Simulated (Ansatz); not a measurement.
# MgI2 monolayer (1T): relaxing the cell for a phonon run

Task: relax MgI2 monolayer (1T) tightly.

Method: DFT PBE, scalar-relativistic, plane waves, PAW; PAW set soft_1, in Ansatz 0.2.0.

Most raw output is cut from this account.

## Step 1: The starting structure

The cell holds 3 atoms: 1 Mg and 2 I. Cell: a = 4.150 Å, b = 4.150 Å, c = 20.000 Å, α = 90.0°, β = 90.0°, γ = 120.0°. It derives from MgI2. Vacuum lies along c.

## Step 2: A coarse first look

First a cheap look: the gap decides the mesh and the occupations, the pressure tells how far the cell has to move.

The program solves this slab on a cell height of its own, 30.4 Å, in place of the one typed.

input.yaml reads:

```yaml
crystal:
  lattice:
    - [4.15, 0.0, 0.0]
    - [-2.075, 3.59401, 0.0]
    - [0.0, 0.0, 20.0]
  atoms:
    - { symbol: Mg, position: [0.0, 0.0, 0.5] }
    - { symbol: I, position: [0.333333, 0.666667, 0.5825] }
    - { symbol: I, position: [0.666667, 0.333333, 0.4175] }
  periodic: [true, true, false]
kpoints:
  mp_grid: { grid: [6, 6, 1] }
hamiltonian:
  xc: pbe
  pseudopotentials: { kind: paw, azcp: { folder: soft_1 } }
scf:
  occupations: { method: gaussian, width: 0.1 }
output:
  forces: true
  stress: true
  eigenvalues: true
```

Started as:

```
ansatz run input.yaml --threads 4 --pin off --max-ram 16384MiB --backend cpu --events-out ev --progress --plain --runs-dir out
```

Run time: 1.8 s. Hardware: 4 threads of Arm Neoverse V1, shared host; peak memory 0.69 GiB.

Numbers from this step:

| Property | Result |
| --- | --- |
| gap on the k-mesh | 3.695 eV |
| direct gap on mesh | 4.137 eV |
| area per atom | 4.972 Å² |

The coarse mesh shows a gap of 3.70 eV.

## Step 3: Bringing the structure to rest

Harmonic phonons are second derivatives at a point where the forces vanish, and they are wanted at zero stress, so atoms and cell are relaxed first.

The program solves this slab on a cell height of its own, 30.4 Å, in place of the one typed.

input.yaml, as its differences from that of step 2:

```diff
@@ -16,3 +16,3 @@
 scf:
-  occupations: { method: gaussian, width: 0.1 }
+  occupations: { method: gaussian, width: 0.02 }
 output:
@@ -21 +21,10 @@
   eigenvalues: true
+  write_density: true
+  write_potential: true
+  elf: true
+  volumetric_format: npy
+relax:
+  adjacent_minimum: "off"
+  f_tol: 0.005
+  max_steps: 80
+  cell: { stress_2d_tol: 0.02 }
```

Elapsed: 12 s, on 4 threads; peak memory 0.74 GiB.

Relaxation path:

| step | energy less that of the first step (eV) | largest force component (eV/Å) | volume (Å³) |
| --- | --- | --- | --- |
| 1 | 0.0000 | 0.2156 | 453.42 |
| 2 | -0.0087 | 0.1285 | 456.88 |
| 3 | -0.0143 | 0.0159 | 460.51 |
| 4 | -0.0154 | 0.0092 | 464.21 |
| 5 | -0.0155 | 0.0008 | 465.53 |
| 6* | -0.0156 | 0.0008 | 465.53 |

Relaxation steps marked * repeat the geometry before them on a plane-wave basis chosen anew for their cell, so energy and pressure can jump there.

The run keeps the 12 symmetry operations that it works with, so distortions that break them were not tested.

```
cell as run  before  after  change
      a (Å)   4.150  4.205  +1.3 %
      b (Å)   4.150  4.205  +1.3 %
```

The atoms that moved most (Å, along periodic axes as changes of fractional coordinates times the final cell, across vacuum about the mean position):

```csv
atom,dx,dy,dz,length
I3,0.000,0.000,-0.024,0.024
I2,0.000,0.000,0.024,0.024
```

The relaxed structure:

```
Mg I
1.0
     4.20506    0.00000    0.00000
    -2.10253    3.64169    0.00000
     0.00000    0.00000   30.40000
Mg I
1 2
Direct
  0.00000 0.00000 0.32895
  0.33333 0.66667 0.38401
  0.66667 0.33333 0.27389
```

Numbers from this step:

```yaml
gap_on_the_k_mesh: 3.656 eV
direct_gap_on_mesh: 3.990 eV
area_per_atom: 5.105 Å²
```

Valence density in the ac plane at fractional y = 0.000, with atoms of Mg within 0.2 Å of it. It is the smooth field of the valence electrons, not physical close to the nuclei.

Ten steps, logarithmic in the rise over the least value, from '_' (0.00 × 1e0 e/Å³) to '@' (7.96 × 1e0 e/Å³), each cell a mean:
```
____________________________
____________________________
____________________________
____________________________
____________________________
____________________________
____________________________
____________________________
____________________________
____________________________
____________________________
____________________________
____________________________
____________________________
____....::::------::....____
@@##--....::::::::::....++%%
@@%%--....::::::::::..::**@@
____....::::------::::....__
______________..____________
____________________________
____________________________
____________________________
____________________________
____________________________
```
Columns run along a (4.2 Å), rows up along c (30.4 Å). Atoms in or near the plane, at fractional coordinates: Mg at (0.00, 0.33).

Electrostatic potential energy in the ac plane at fractional y = 0.000, with atoms of Mg within 0.2 Å of it. With pseudopotentials it is smooth inside the atoms' cores, unlike the true potential.

Ten even steps from '0' (-8.5 eV) to '9' (0.0 eV), each cell a mean:
```
99999999999999
99999999999999
99999999999999
99999999999999
99999999999999
99999999999999
99999999999999
99999999999999
99999999999999
99999999999999
99999999999999
99999999999999
99999999999999
99999998999999
77776422356777
00014555553100
00013566653100
77776422356777
99999988899999
99999999999999
99999999999999
99999999999999
99999999999999
99999999999999
```
Columns run along a (4.2 Å; values clipped at the 3rd and 97th percentile), rows up along c (30.4 Å). Atoms in or near the plane, at fractional coordinates: Mg at (0.00, 0.33).

ELF in the ac plane at fractional y = 0.000, with atoms of Mg within 0.2 Å of it. It is the smooth field of the valence electrons, not physical close to the nuclei.

Ten even steps from '_' (0.00) to '@' (0.74), each cell a mean:
```
____________________________
____________________________
____________________________
____________________________
____________________________
____________________________
____________________________
____________________________
____________________________
____________________________
____________________________
____________________________
____________________________
______..--++****++==::______
____::++%%@@@@@@@@@@##==..__
::::::--++**********==::::::
::::::::++++++++**++==::::::
__..::++%%@@@@@@@@@@##==..__
______..--++******==::..____
____________________________
____________________________
____________________________
____________________________
____________________________
```
Columns run along a (4.2 Å), rows up along c (30.4 Å). Atoms in or near the plane, at fractional coordinates: Mg at (0.00, 0.33).

## Step 4: Relaxing to small forces for the phonons

Phonons need a cell at rest on their own settings, so the relaxation is repeated with tight tolerances on forces and stress, using the mesh and the filling of the phonon run that follows.

input.yaml, the sections that differ from step 3:

```yaml
crystal:
  lattice:
    - [4.20506094, 0.0, 0.0]
    - [-2.10253047, 3.6416895985, 0.0]
    - [0.0, 0.0, 30.4]
  atoms:
    - { symbol: Mg, position: [0.0, 0.0, 0.3289473684] }
    - { symbol: I, position: [0.3333333333, 0.6666666667, 0.3840076757] }
    - { symbol: I, position: [0.6666666667, 0.3333333333, 0.2738870611] }
  periodic: [true, true, false]
scf:
  occupations: { method: fixed }
relax:
  adjacent_minimum: "off"
  f_tol: 0.001
  max_steps: 60
  cell: { stress_2d_tol: 0.002 }
# kpoints, hamiltonian, output: as in step 3
```

The job ended after 10 s (4 threads; peak memory 0.74 GiB; 39 s of CPU time).

Little changed from the start: no atom moved by 0.005 Å and no cell edge by 0.1 %.

Numbers from this step:

```
gap on the k-mesh  : 3.657 eV
direct gap on mesh : 3.989 eV
area per atom      : 5.108 Å²
```

Valence density in the ac plane at fractional y = 0.333, with atoms of I within 0.2 Å of it. It is the smooth field of the valence electrons, not physical close to the nuclei.

Values in units of 1e0 e/Å³, 24 rows by 14 columns, each cell a mean:
```
0.0 0.0 0.0 0.0 0.0 0.0 0.0 0.0 0.0 0.0 0.0 0.0 0.0 0.0
0.0 0.0 0.0 0.0 0.0 0.0 0.0 0.0 0.0 0.0 0.0 0.0 0.0 0.0
0.0 0.0 0.0 0.0 0.0 0.0 0.0 0.0 0.0 0.0 0.0 0.0 0.0 0.0
0.0 0.0 0.0 0.0 0.0 0.0 0.0 0.0 0.0 0.0 0.0 0.0 0.0 0.0
0.0 0.0 0.0 0.0 0.0 0.0 0.0 0.0 0.0 0.0 0.0 0.0 0.0 0.0
0.0 0.0 0.0 0.0 0.0 0.0 0.0 0.0 0.0 0.0 0.0 0.0 0.0 0.0
0.0 0.0 0.0 0.0 0.0 0.0 0.0 0.0 0.0 0.0 0.0 0.0 0.0 0.0
0.0 0.0 0.0 0.0 0.0 0.0 0.0 0.0 0.0 0.0 0.0 0.0 0.0 0.0
0.0 0.0 0.0 0.0 0.0 0.0 0.0 0.0 0.0 0.0 0.0 0.0 0.0 0.0
0.0 0.0 0.0 0.0 0.0 0.0 0.0 0.0 0.0 0.0 0.0 0.0 0.0 0.0
0.0 0.0 0.0 0.0 0.0 0.0 0.0 0.0 0.0 0.0 0.0 0.0 0.0 0.0
0.0 0.0 0.0 0.0 0.0 0.0 0.0 0.0 0.0 0.0 0.0 0.0 0.0 0.0
0.0 0.0 0.0 0.0 0.0 0.0 0.0 0.0 0.0 0.0 0.0 0.0 0.0 0.0
0.0 0.0 0.0 0.0 0.0 0.0 0.0 0.0 0.0 0.0 0.0 0.0 0.0 0.0
0.2 0.3 0.3 0.3 0.2 0.1 0.1 0.0 0.0 0.0 0.0 0.0 0.1 0.1
0.1 0.2 0.2 0.2 0.2 0.1 0.1 0.0 0.0 0.0 0.0 0.0 0.1 0.1
0.1 0.1 0.1 0.1 0.1 0.2 0.3 0.5 1.0 1.5 1.2 0.6 0.3 0.2
0.2 0.1 0.0 0.1 0.1 0.3 0.6 2.5 6.7 9.6 8.0 3.6 0.9 0.4
0.0 0.0 0.0 0.0 0.0 0.0 0.1 0.2 0.2 0.3 0.2 0.2 0.1 0.1
0.0 0.0 0.0 0.0 0.0 0.0 0.0 0.0 0.0 0.0 0.0 0.0 0.0 0.0
0.0 0.0 0.0 0.0 0.0 0.0 0.0 0.0 0.0 0.0 0.0 0.0 0.0 0.0
0.0 0.0 0.0 0.0 0.0 0.0 0.0 0.0 0.0 0.0 0.0 0.0 0.0 0.0
0.0 0.0 0.0 0.0 0.0 0.0 0.0 0.0 0.0 0.0 0.0 0.0 0.0 0.0
0.0 0.0 0.0 0.0 0.0 0.0 0.0 0.0 0.0 0.0 0.0 0.0 0.0 0.0
```
Columns run along a (4.2 Å), rows up along c (30.4 Å). Atoms in or near the plane, at fractional coordinates: I at (0.67, 0.27).

Electrostatic potential energy in the ac plane at fractional y = 0.333, with atoms of I within 0.2 Å of it. With pseudopotentials it is smooth inside the atoms' cores, unlike the true potential.

Ten even steps from '0' (-12 eV) to '9' (0 eV), each cell a mean:
```
99999999999999
99999999999999
99999999999999
99999999999999
99999999999999
99999999999999
99999999999999
99999999999999
99999999999999
99999999999999
99999999999999
99999999999999
99999999999999
99999999999999
65445789999987
65445678888887
65556643222345
78887400020002
99999986655678
99999999999999
99999999999999
99999999999999
99999999999999
99999999999999
```
Columns run along a (4.2 Å; values clipped at the 3rd and 97th percentile), rows up along c (30.4 Å). Atoms in or near the plane, at fractional coordinates: I at (0.67, 0.27).

ELF in the ac plane at fractional y = 0.333, with atoms of I within 0.2 Å of it. It is the smooth field of the valence electrons, not physical close to the nuclei.

Ten even steps from '0' (0.00) to '9' (0.77), each cell a mean:
```
00000000000000
00000000000000
00000000000000
00000000000000
00000000000000
00000000000000
00000000000000
00000000000000
00000000000000
00000000000000
00000000000000
00000000000000
00000000000000
45654310000002
99999741000036
67776421000124
42114677767777
83026986444589
30002689999986
00000011222210
00000000000000
00000000000000
00000000000000
00000000000000
```
Columns run along a (4.2 Å), rows up along c (30.4 Å). Atoms in or near the plane, at fractional coordinates: I at (0.67, 0.27).

The largest force component left is 0.0018 meV/Å, within the tolerances set.

## Step 5: Summary of results

```
space group after relaxation (within 0.01 Å) : P-3m1
lattice constant a                           : 4.206 Å
lattice constant b                           : 4.206 Å
area per atom                                : 5.11 Å²
gap on the k-mesh                            : 3.66 eV
```

**Reading.** The largest force component left is 0.0018 meV/Å, within the tolerances set. The relaxation keeps the symmetry of its start, so it says nothing on stability against lower symmetry. Spin-orbit coupling is left out, which can matter for the heavy elements here. The starting cell was built on a prototype and not taken from a measurement.

[Logs are printed without paths, hosts, clocks, repeated set-up lines and the standing remarks that a program may print on its own settings, such as how far it seeks lower states.]

[Hosts, paths, dates, database ids (printed as entryN), source tags and the programs' standing remarks are cut or masked in the printed files.]
